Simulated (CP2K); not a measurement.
Consider ethanethiol at its PBE geometry (Å).

```xyz
9

C    -0.8127    0.5358    0.0551
C     0.1109   -0.6623   -0.1414
S     1.7327   -0.5149    0.6953
H    -1.7874    0.3516   -0.4217
H    -0.3848    1.4430   -0.3928
H    -0.9808    0.7342    1.1214
H    -0.3265   -1.5707    0.2965
H     0.2791   -0.8714   -1.2059
H     2.1696    0.5547   -0.0065
```

Method: CP2K XAS_TDP, all-electron GAPW, PBEh(45%), aug-cc-pVDZ, TDA, GW2X-corrected core level, ZORA, spin–orbit coupling.

**Question.** Predict the bright core excitations at the S L₂,₃ edge.

Leading lines: S3 167.04 eV. The leading line of an atom is its first one with 35 % of the strongest within 2.5 eV of its lowest line over the strength cut. Core ionisation energies at this level: S3 170.72/170.82/171.90 eV; the 2p½ level lies 1.13 eV above the 2p3/2 pair.

The first six lines of each atom with a strength over 0.0003:

| atom | energy (eV) | states | strength, one atom | above the computed threshold |
| --- | --- | --- | --- | --- |
| S3 (bonded to C and H) | 167.04 | 1 | 0.0015 |  |
|  | 167.28 | 1 | 0.0015 |  |
|  | 167.97 | 2 | 0.0008 |  |
|  | 168.07 | 1 | 0.0023 |  |
|  | 168.12 | 1 | 0.0004 |  |
|  | 168.14 | 2 | 0.0035 |  |

Lines are vertical, at one geometry, with no vibrational structure. GW2X ionisation energies and lines can be off by 1 to 2 eV either way, and a good line position may hide errors that cancel. Rydberg lines, and the discretised continuum above threshold, depend on the basis and the box.

[Banner, clock and machine lines of the logs are left out without a mark of their own.]

[Logs are printed without paths, hosts, clocks, repeated set-up lines and the standing remarks that a program may print on its own settings, such as how far it seeks lower states.]

[Hosts, paths, dates, database ids (printed as entryN), source tags and the programs' standing remarks are cut or masked in the printed files.]
